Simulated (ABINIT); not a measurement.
Computed results, one entry a study.

```xyz
4
Lattice="1.644 0.949 4.762 -1.644 0.949 4.762 0.000 -1.898 4.762" Properties=species:S:1:pos:R:3 pbc="T T T" subject="A GW chain in ABINIT: LiCNO (R3m)" method="RPA screening on PBEsol, plane waves, norm-conserving pseudopotentials (and 2 further levels or steps)" program="ABINIT 10.8.3" settings="cutoff 37 Ha, PseudoDojo scalar-relativistic 0.4.1 standard, norm-conserving, ngkpt (4, 4, 4), nband 63, ecuteps 4.8 Ha, inclvkb 2, shiftk (0, 0, 0), symchi 1, awtr 1, frequency ppm, 4×4×4 k-mesh" cost="5 runs, 3.1 min in all on 4 MPI ranks of Arm Neoverse V1, shared host" notes="The program’s warnings: nkpt*nsppol () is not a multiple of nproc spkpt (). The cell and positions are those that the Materials Project relaxed with its own functionals (PBE, PBE+U or r2SCAN), kept fixed." pbesol_gap="4.66 eV, indirect" g0w0_gap_on_the_mesh="7.32 eV" gw_settings="4×4×4 mesh, 63 bands, screening to 130.6 eV, Godby-Needs plasmon pole" known_limits="short of the basis limit"
Li    0.000    0.000    0.075
C     0.000    0.000    7.107
N     0.000    0.000    5.914
O     0.000    0.000    8.334
```

[Long decimals in the printed logs are rounded to 6 places.]

[Logs are printed without paths, hosts, clocks, repeated set-up lines and the standing remarks that a program may print on its own settings, such as how far it seeks lower states.]

[Paths, hosts, dates, memory and timing lines, banners, echoed tables and standing remarks are left out of the program output; an Ansatz launch command may be rebuilt from the run's recorded settings. Measured values are a selection of at most five: reports struck by readers or far from the other reports are left out. None is set beside runs whose start may be inverted or whose files or cutoffs have a known fault.]

[Runs of the session that timed out or met a known fault of the program may be left out.]

[Hosts, paths, dates, database ids (printed as entryN), source tags and the programs' standing remarks are cut or masked in the printed files.]

[G0W0 gaps are taken among the corrected bands and points alone; a level outside them can change the order at an edge.]

[Where Ansatz stands beside ABINIT at settings called matched, ABINIT's density can come from a denser mesh and the files from another edition; pairs whose starting gaps differed by over 0.03 eV were left out, so agreement reads better than it is.]
